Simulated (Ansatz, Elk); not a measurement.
# How far do independent atoms describe CaV3?

The structure of CaV3 used here is made up (a known structure type with other elements) and was relaxed beforehand with PBE. The aim is the Fourier transform of its all-electron density, F(hkl), set beside the sum over free spherical atoms that refinements use.

Calculated with Elk 11.2.3 (patched build); DFT, PBE, all-electron APW+lo, Dirac cores, scalar-relativistic bands, static density, no spin.

The structure was built from a prototype and need not be the compound's stable phase.

## 1. The structure

The structure is cubic, space group Pm-3m (No. 221). The conventional cell has a = 4.101 Å, b = 4.101 Å, c = 4.101 Å, α = 90.00°, β = 90.00°, γ = 90.00°. Nearest to V lie 4 Ca at 2.90 Å and 8 V at 2.90 Å. Ca has 12 V at 2.90 Å nearest. Farther neighbours are not listed.

## 2. Ground state and structure factors

An all-electron density is needed, since X-rays see the cores too. Task 0 finds the density and task 195 Fourier-transforms it; tshift is off so that phases refer to the origin typed.

The input, elk.in:

```
tasks
  0
  195

xctype
  20

spinpol
  .false.

rgkmax
  7.0

gmaxvr
  14.0

lmaxo
  7

lmaxapw
  8

swidth
  0.002

tshift
  .false.

ramdisk
  .false.

hmaxvr
  5.5

maxscl
  120

epspot
  1e-06

sppath
  './'

avec
  7.74968743446 0.00000000000 -0.00000000000
  0.00000000000 7.74968743446 0.00000000000
  -0.00000000000 0.00000000000 7.74968743446

atoms
  2
  'V.in'
  3
  0.0000000000 0.5000000000 0.5000000000   0.000000 0.000000 0.000000
  0.5000000000 -0.0000000000 0.5000000000   0.000000 0.000000 0.000000
  0.5000000000 0.5000000000 -0.0000000000   0.000000 0.000000 0.000000
  'Ca.in'
  1
  -0.0000000000 0.0000000000 0.0000000000   0.000000 0.000000 0.000000

ngridk
  6 6 6
```

Command:

```
$ OMP_NUM_THREADS=4 elk
```

Numbers of over 12 decimals in the logs are rounded to 6 here.

What it wrote:

```text
┌─────────────────────────┐
│ Elk code version 11.2.3 │
└─────────────────────────┘

All units are atomic (Hartree, Bohr, etc.)

┌─────────────────────────────────────────────────┐
│ Ground-state run starting from atomic densities │
└─────────────────────────────────────────────────┘

Lattice vectors :
   7.749687434       0.000000000      -0.000000000
   0.000000000       7.749687434       0.000000000
  -0.000000000       0.000000000       7.749687434

Reciprocal lattice vectors :
  0.8107662871      -0.000000000       0.000000000
  -0.000000000      0.8107662871      -0.000000000
   0.000000000      -0.000000000      0.8107662871

Unit cell volume      :    465.4280569
Brillouin zone volume :   0.5329507102

Muffin-tin inner radius fraction :   0.1000000000E-01

Nuclei treated as point charges

Species : 1 (V)
 parameters loaded from : V.in
 name : vanadium
 nuclear charge    :   -23.00000000
 electronic charge :    23.00000000
 atomic mass :    92860.67382
 muffin-tin radius :    2.400000000
 number of radial points in muffin-tin :    993
 inner part over the whole radius :   0.9920165687E-02
 number on inner part of muffin-tin    :    699
 approximate nuclear radius :   0.6897515165E-04
 number of mesh points to nuclear radius :    327
 atomic positions (lattice), magnetic fields (Cartesian) :
  1 :   0.00000000  0.50000000  0.50000000    0.00000000  0.00000000  0.00000000
  2 :   0.50000000  0.00000000  0.50000000    0.00000000  0.00000000  0.00000000
  3 :   0.50000000  0.50000000  0.00000000    0.00000000  0.00000000  0.00000000

Species : 2 (Ca)
 parameters loaded from : Ca.in
 name : calcium
 nuclear charge    :   -20.00000000
 electronic charge :    20.00000000
 atomic mass :    73057.72475
 muffin-tin radius :    2.400000000
 number of radial points in muffin-tin :    993
 inner part over the whole radius :   0.9970789793E-02
 number on inner part of muffin-tin    :    698
 approximate nuclear radius :   0.6614485811E-04
 number of mesh points to nuclear radius :    321
 atomic positions (lattice), magnetic fields (Cartesian) :
  1 :   0.00000000  0.00000000  0.00000000    0.00000000  0.00000000  0.00000000

Total number of atoms per unit cell :    4
Total muffin-tin volume :    231.6233432
 ratio of muffin-tin to unit cell volume :   0.4976565975

Spin treatment :
 spin-unpolarised

Number of Bravais lattice symmetries :   48
Number of crystal symmetries         :   48
Crystal has inversion symmetry
Real symmetric eigensolver will be used

k-point grid :      6     6     6
k-point offset :    0.000000000       0.000000000       0.000000000
k-point set is reduced with full crystal symmetry group
Total number of k-points :       20

Muffin-tin radius times maximum |G+k| :    7.000000000
 using average radius
Maximum |G+k| for APW functions       :    2.916666667
Maximum (1/2)|G+k|²                   :    4.253472222
Maximum |G| for potential and density :    14.00000000
Constant for pseudocharge density :    8
 order of it for each species :   15  15
 order of it for pair densities of each species (exact exchange by exxq0 0: 16) :   10  10
Radial integration step length :    1

G-vector grid sizes :     35    35    35
Number of G-vectors :    21631

Maximum angular momentum used for
 APW functions            :    8
 outer part of muffin-tin :    7
 inner part of muffin-tin :    2

Total nuclear charge    :   -89.00000000
Total core charge       :    40.00000000
Total valence charge    :    49.00000000
Total excess charge     :    0.000000000
Total electronic charge :    89.00000000

Effective Wigner radius, rₛ :    1.076774217

Number of empty states         :     16
Total number of valence states :     41
Total number of core states    :     40

Third-order local-orbitals added for an l without core states : T
Total number of local-orbitals :     62

Exchange-correlation functional :     20     0     0
 Perdew-Burke-Ernzerhof, Phys. Rev. Lett. 77, 3865 (1996)
 gradient requirement :    1
[...]
Madelung                    :     -4212.8798302428
 xc potential                :     -216.33769855726
 exchange                    :     -167.85065878220
 correlation                 :     -3.893857
 electron entropic           :    -0.33195900121534E-02
 total energy                :     -3528.8484931625

Density of states at Fermi energy :    267.6599186
 (states/Hartree/unit cell)

Estimated indirect band gap :   0.1746853009E-02
 from k-point 6 to k-point 14
Estimated direct band gap   :   0.2015122047E-02
 at k-point 6

Charges :
 core                        :    40.00000000
 valence                     :    49.00000000
 interstitial                :    6.743789597
 muffin-tins (core leakage)
  species : 1 (V)
   atom 1                    :    21.18695003     ( -0.2221811410E-06)
   atom 2                    :    21.18695003     ( -0.2221811410E-06)
[...]
species : 2 (Ca)
[...]
total in muffin-tins        :    82.25621040
 total calculated charge     :    88.99970036
 total charge                :    89.00000000
 error                       :   0.2996432385E-03

RMS change in Kohn-Sham potential (target) :   0.3226477975     (  0.1000000000E-05)
Absolute change in total energy (target)   :   0.1476028938     (  0.1000000000E-03)

[... loops 3 to 13 left out ...]

┌──────────────────┐
│ Loop number : 14 │
└──────────────────┘

Energies :
 Fermi                       :     0.268602
 sum of occupied eigenvalues :     -2056.9297489871
 electron kinetic            :      3563.3663255377
 core electron kinetic       :      3268.5256215929
 Coulomb                     :     -6919.1593558466
 Coulomb potential           :     -5396.8688440011
 nuclear-nuclear             :     -586.75868791399
 electron-nuclear            :     -7287.7771294500
 Hartree                     :      955.37646151737
 Madelung                    :     -4220.7249338461
 xc potential                :     -223.42723052364
 exchange                    :     -168.52342365651
 correlation                 :     -3.889682
 electron entropic           :    -0.32731928751300E-02
 total energy                :     -3528.2094091776

Density of states at Fermi energy :    257.7068901
 (states/Hartree/unit cell)

Estimated indirect band gap :   0.9020200374E-03
 from k-point 6 to k-point 14
Estimated direct band gap   :   0.1685397853E-02
 at k-point 6

Charges :
 core                        :    40.00000000
 valence                     :    49.00000000
 interstitial                :    6.117978096
 muffin-tins (core leakage)
  species : 1 (V)
[...]
species : 2 (Ca)
[...]
total in muffin-tins        :    82.88202190
 total calculated charge     :    88.99971272
 total charge                :    89.00000000
 error                       :   0.2872796207E-03

RMS change in Kohn-Sham potential (target) :   0.6160859355E-06 (  0.1000000000E-05)
Absolute change in total energy (target)   :   0.4152994416E-04 (  0.1000000000E-03)

Convergence targets achieved

┌──────────────────┐
│ Loop number : 15 │
└──────────────────┘

Energies :
 Fermi                       :     0.268602
 sum of occupied eigenvalues :     -2056.9297522380
 electron kinetic            :      3563.3663148442
 core electron kinetic       :      3268.5256243243
 Coulomb                     :     -6919.1593476095
 Coulomb potential           :     -5396.8688522544
 nuclear-nuclear             :     -586.75868791399
 electron-nuclear            :     -7287.7771044281
 Hartree                     :      955.37644473264
 Madelung                    :     -4220.7249214823
 xc potential                :     -223.42721482783
 exchange                    :     -168.52342258975
 correlation                 :     -3.889682
 electron entropic           :    -0.32731906421144E-02
 total energy                :     -3528.2094105699

Density of states at Fermi energy :    257.7067207
 (states/Hartree/unit cell)

Estimated indirect band gap :   0.9020397397E-03
 from k-point 6 to k-point 14
Estimated direct band gap   :   0.1685415066E-02
 at k-point 6

Charges :
 core                        :    40.00000000
 valence                     :    49.00000000
 interstitial                :    6.117979040
 muffin-tins (core leakage)
  species : 1 (V)
[...]
atom 2                    :    21.47734589     ( -0.2221834663E-06)
   atom 3                    :    21.47734589     ( -0.2221834663E-06)
  species : 2 (Ca)
   atom 1                    :    18.44998329     ( -0.1982809863E-06)
 total in muffin-tins        :    82.88202096
 total calculated charge     :    88.99971272
 total charge                :    89.00000000
 error                       :   0.2872798207E-03

┌──────────────────────────────┐
│ Self-consistent loop stopped │
└──────────────────────────────┘

Wrote STATE.OUT
```

It took 16 s on 4 threads of Arm Neoverse V1, shared host; peak memory 0.16 GiB; 40 s of CPU time.

SFACRHO.OUT:

```text

h k l indices transformed by vhmat matrix:
   1.000000000       0.000000000       0.000000000    
   0.000000000       1.000000000       0.000000000    
   0.000000000       0.000000000       1.000000000    

      h      k      l  multipl.   |H|            Re(F)            Im(F)           |F|

      0      0      0      1   0.0000000       89.000000     -0.48302697E-17   89.000000    
     -1      0      0      6  0.81076629      -3.0331074     -0.45064835E-14   3.0331074    
      1     -1      0     12   1.1465967      -2.7266697      0.22554219E-15   2.7266697    
     -1     -1     -1      8   1.4042884       63.472924      0.12004882E-13   63.472924    
      0      0     -2      6   1.6215326       59.577895      0.77612276E-14   59.577895    
     -1     -2      0     24   1.8129285      -2.2001259     -0.35928108E-14   2.2001259    
      1     -2      1     24   1.9859637      -2.1898245     -0.69179308E-14   2.1898245    
      0      2     -2     12   2.2931934       49.234523     -0.35812244E-15   49.234523    
      0     -3      0      6   2.4322989      -1.9996094     -0.89883823E-14   1.9996094    
     -1      2     -2     24   2.4322989      -2.1361798     -0.33230155E-14   2.1361798    
      3      1      0     24   2.5638681      -1.9520398      0.12080909E-16   1.9520398    
      1     -3      1     24   2.6890076       43.883954      0.27584162E-14   43.883954    
     -2      2      2      8   2.8085768       42.603704     -0.54540913E-14   42.603704    
     -3      2      0     24   2.9232594      -1.6480715     -0.17399961E-13   1.6480715    
     -3      1      2     48   3.0336097      -1.5885992      0.14402961E-13   1.5885992    
      0     -4      0      6   3.2430651       37.880011      0.96584071E-14   37.880011    
      2     -2     -3     24   3.3428750      -1.3915186     -0.15388644E-13   1.3915186    
      4     -1      0     24   3.3428750      -1.3198773     -0.23692601E-14   1.3198773
```

Elk indexes on the primitive cell of elk.in and gives |H| = 4π sin θ/λ in inverse bohr. Below, one row stands for each form hkl of the conventional cell (m members, Friedel mates merged), F is for one primitive cell and the density is static (no thermal factor). Free-atom factors are Waasmaier and Kirfel's, and R is Σm||F|−|F'||/Σm|F|.

| hkl | m | sin θ/λ (Å⁻¹) | abs F, DFT | neutral atoms | diff. |
| --- | --- | --- | --- | --- | --- |
| 100 | 6 | 0.122 | 3.033 | 3.067 | -0.034 |
| 110 | 12 | 0.172 | 2.727 | 2.828 | -0.101 |
| 111 | 8 | 0.211 | 63.473 | 63.957 | -0.484 |
| 200 | 6 | 0.244 | 59.578 | 60.067 | -0.489 |
| 210 | 24 | 0.273 | 2.200 | 2.417 | -0.217 |
| 211 | 24 | 0.299 | 2.190 | 2.321 | -0.131 |
| 220 | 12 | 0.345 | 49.234 | 49.206 | +0.029 |
| 300 | 6 | 0.366 | 2.000 | 2.047 | -0.048 |
| 221 | 24 | 0.366 | 2.136 | 2.047 | +0.089 |
| 310 | 24 | 0.386 | 1.952 | 1.956 | -0.004 |
| 311 | 24 | 0.404 | 43.884 | 43.889 | -0.005 |
| 222 | 8 | 0.422 | 42.604 | 42.462 | +0.142 |
| 320 | 24 | 0.440 | 1.648 | 1.687 | -0.039 |
| 321 | 48 | 0.456 | 1.589 | 1.602 | -0.013 |

## 3. The highest occupied states alone

An energy window below the Fermi level keeps the highest occupied states, to see at which angles they scatter; shallow core shells can lie inside it and anion s states outside. No new self-consistency is needed.

Changes to elk.in since step 2:

```diff
@@ -1,3 +1,2 @@
 tasks
-  0
   195
@@ -40,2 +39,5 @@
 
+wsfac
+  -0.282640 0.568600
+
 sppath
```

Command:

```
$ OMP_NUM_THREADS=4 elk
```

What it wrote:

```text
┌─────────────────────────────────┐
│ Elk code version 11.2.3 started │
└─────────────────────────────────┘

Info(readinput): the functional depends on the density's gradient
 muffin-tin radial points multiplied by    2.00000
 (not where nrmtscf is given)

┌────────────────────┐
│ Current task : 195 │
└────────────────────┘

Info(sfacrho): density structure factors written to SFACRHO.OUT

 Energy window :  -0.2826400000      0.5686000000

┌──────────────────┐
│ Elk code stopped │
└──────────────────┘
```

The job ended after 6.6 s (4 threads; peak memory 0.16 GiB; 7.8 s of CPU time).

States within 15 eV below the Fermi level hold 17.00 electrons; any levels below the window count with the cores. Their amplitudes can exceed the total, where window and core parts have opposite phase:

| hkl | sin θ/λ (Å⁻¹) | abs F, window | abs F, all |
| --- | --- | --- | --- |
| 100 | 0.122 | 2.447 | 3.033 |
| 110 | 0.172 | 1.744 | 2.727 |
| 111 | 0.211 | 3.977 | 63.473 |
| 200 | 0.244 | 3.204 | 59.578 |
| 210 | 0.273 | 0.681 | 2.200 |
| 211 | 0.299 | 0.617 | 2.190 |
| 220 | 0.345 | 2.064 | 49.234 |
| 300 | 0.366 | 0.423 | 2.000 |
| 221 | 0.366 | 0.560 | 2.136 |
| 310 | 0.386 | 0.405 | 1.952 |

## 4. Another functional

The difference from free atoms is small, so it is set against the change that LDA (Perdew-Wang) makes.

Changes to elk.in since step 3:

```diff
@@ -1,2 +1,3 @@
 tasks
+  0
   195
@@ -4,3 +5,3 @@
 xctype
-  20
+  3
 
@@ -39,5 +40,2 @@
 
-wsfac
-  -0.282640 0.568600
-
 sppath
```

Command:

```
$ OMP_NUM_THREADS=4 elk
```

What it wrote:

```text
┌─────────────────────────┐
│ Elk code version 11.2.3 │
└─────────────────────────┘

All units are atomic (Hartree, Bohr, etc.)

┌─────────────────────────────────────────────────┐
│ Ground-state run starting from atomic densities │
└─────────────────────────────────────────────────┘

Lattice vectors :
   7.749687434       0.000000000      -0.000000000
   0.000000000       7.749687434       0.000000000
  -0.000000000       0.000000000       7.749687434

Reciprocal lattice vectors :
  0.8107662871      -0.000000000       0.000000000
[...]
valence                     :    49.00000000
 interstitial                :    6.047316021
 muffin-tins (core leakage)
  species : 1 (V)
[...]
atom 3                    :    21.49686822     ( -0.3557353731E-05)
  species : 2 (Ca)
   atom 1                    :    18.46207931     ( -0.3473461033E-05)
 total in muffin-tins        :    82.95268398
 total calculated charge     :    88.99969892
 total charge                :    89.00000000
 error                       :   0.3010790785E-03

┌──────────────────────────────┐
│ Self-consistent loop stopped │
└──────────────────────────────┘

Wrote STATE.OUT
[key lines of the parts left out:]
total energy                :     -3520.8596034596
```

It took 9.1 s on 4 threads; peak memory 0.16 GiB.

Against the first run R = 0.09 %; the largest change is -0.054 at 220.

## 5. Basis size

The basis and the expansions that go with it are enlarged, to see whether the differences are converged.

Changes to elk.in since step 4:

```diff
@@ -5,3 +5,3 @@
 xctype
-  3
+  20
 
@@ -11,12 +11,12 @@
 rgkmax
-  7.0
+  8.5
 
 gmaxvr
-  14.0
+  18.0
 
 lmaxo
-  7
+  9
 
 lmaxapw
-  8
+  10
```

Command:

```
$ OMP_NUM_THREADS=4 elk
```

What it wrote:

```text
┌─────────────────────────┐
│ Elk code version 11.2.3 │
└─────────────────────────┘

All units are atomic (Hartree, Bohr, etc.)

┌─────────────────────────────────────────────────┐
│ Ground-state run starting from atomic densities │
└─────────────────────────────────────────────────┘

Lattice vectors :
   7.749687434       0.000000000      -0.000000000
   0.000000000       7.749687434       0.000000000
  -0.000000000       0.000000000       7.749687434

Reciprocal lattice vectors :
  0.8107662871      -0.000000000       0.000000000
[...]
valence                     :    49.00000000
 interstitial                :    6.094809957
 muffin-tins (core leakage)
  species : 1 (V)
[...]
atom 3                    :    21.48684455     ( -0.2221838749E-06)
  species : 2 (Ca)
   atom 1                    :    18.44465640     ( -0.1982917119E-06)
 total in muffin-tins        :    82.90519004
 total calculated charge     :    89.00001284
 total charge                :    89.00000000
 error                       :   0.1284252998E-04

┌──────────────────────────────┐
│ Self-consistent loop stopped │
└──────────────────────────────┘

Wrote STATE.OUT
[key lines of the parts left out:]
total energy                :     -3528.2223266143
```

Wall time 38 s (4 threads); peak memory 0.28 GiB; 95 s of CPU time.

Against the first run R = 0.02 %; the largest change is -0.014 at 222.

## 6. A coarser k-mesh

About half the k-points along each axis test the sampling.

Changes to elk.in since step 5:

```diff
@@ -11,12 +11,12 @@
 rgkmax
-  8.5
+  7.0
 
 gmaxvr
-  18.0
+  14.0
 
 lmaxo
-  9
+  7
 
 lmaxapw
-  10
+  8
 
@@ -60,2 +60,2 @@
 ngridk
-  6 6 6
+  3 3 3
```

Command:

```
$ OMP_NUM_THREADS=4 elk
```

What it wrote:

```text
┌─────────────────────────┐
│ Elk code version 11.2.3 │
└─────────────────────────┘

All units are atomic (Hartree, Bohr, etc.)

┌─────────────────────────────────────────────────┐
│ Ground-state run starting from atomic densities │
└─────────────────────────────────────────────────┘

Lattice vectors :
   7.749687434       0.000000000      -0.000000000
   0.000000000       7.749687434       0.000000000
  -0.000000000       0.000000000       7.749687434

Reciprocal lattice vectors :
  0.8107662871      -0.000000000       0.000000000
[...]
valence                     :    49.00000000
 interstitial                :    6.119370525
 muffin-tins (core leakage)
  species : 1 (V)
[...]
atom 3                    :    21.47920802     ( -0.2221838429E-06)
  species : 2 (Ca)
   atom 1                    :    18.44300541     ( -0.1982707776E-06)
 total in muffin-tins        :    82.88062947
 total calculated charge     :    88.99972559
 total charge                :    89.00000000
 error                       :   0.2744124971E-03

┌──────────────────────────────┐
│ Self-consistent loop stopped │
└──────────────────────────────┘

Wrote STATE.OUT
[key lines of the parts left out:]
total energy                :     -3528.2107693783
```

Elapsed: 11 s, on 4 threads; peak memory 0.16 GiB.

Against the first run R = 0.10 %; the largest change is +0.049 at 200.

## 7. Settings against the effect

| run | R against the first run (%) | R against neutral atoms, low angle (%) | wall time |
| --- | --- | --- | --- |
| PBE, rgkmax 7 | 0.00 | 1.62 | 16 s |
| LDA (Perdew-Wang) | 0.09 | 1.58 | 9.1 s |
| rgkmax 8.5 with larger expansions | 0.02 | 1.60 | 38 s |
| k-mesh 3×3×3 | 0.10 | 1.61 | 11 s |

## 8. What came out

```json
{"R against neutral atoms, sin θ/λ < 0.3 Å⁻¹": "1.62 %", "R against neutral atoms, 0.3 to 0.83 Å⁻¹": "0.52 %"}
```

Independent neutral atoms miss the calculated amplitudes by R = 1.62 % below 0.3 Å⁻¹ and 0.52 % from there to 0.83 Å⁻¹; by shells, 1.10 % below 0.15 Å⁻¹ (1 form), 1.63 % 0.15 to 0.3 (5 forms), 0.24 % 0.3 to 0.45 (7 forms), 0.58 % above 0.45 (41 forms). Bonding, aspherical density and the tables' own atoms all enter these figures, and the runs don't part them. The largest change of an amplitude is -0.49 electrons, at 200. The window's part falls from 17.0 electrons at the origin to at most 0.55 between 0.45 and 0.83 Å⁻¹. Below 0.3 Å⁻¹ the changes that finished (LDA (Perdew-Wang), rgkmax 8.5 with larger expansions and k-mesh 3×3×3) move F by R = 0.10 % at most, against the 1.62 % that separates it from free atoms. These runs have no spin, though d or f shells may be open. Part of the difference isn't bonding: the tables are fits to free atoms and ions calculated by other methods than this functional. Thermal motion, anomalous dispersion and extinction are left out.

[Logs are printed without paths, hosts, clocks, repeated set-up lines and the standing remarks that a program may print on its own settings, such as how far it seeks lower states.]

[Hosts, paths, dates, database ids (printed as entryN), source tags and the programs' standing remarks are cut or masked in the printed files.]
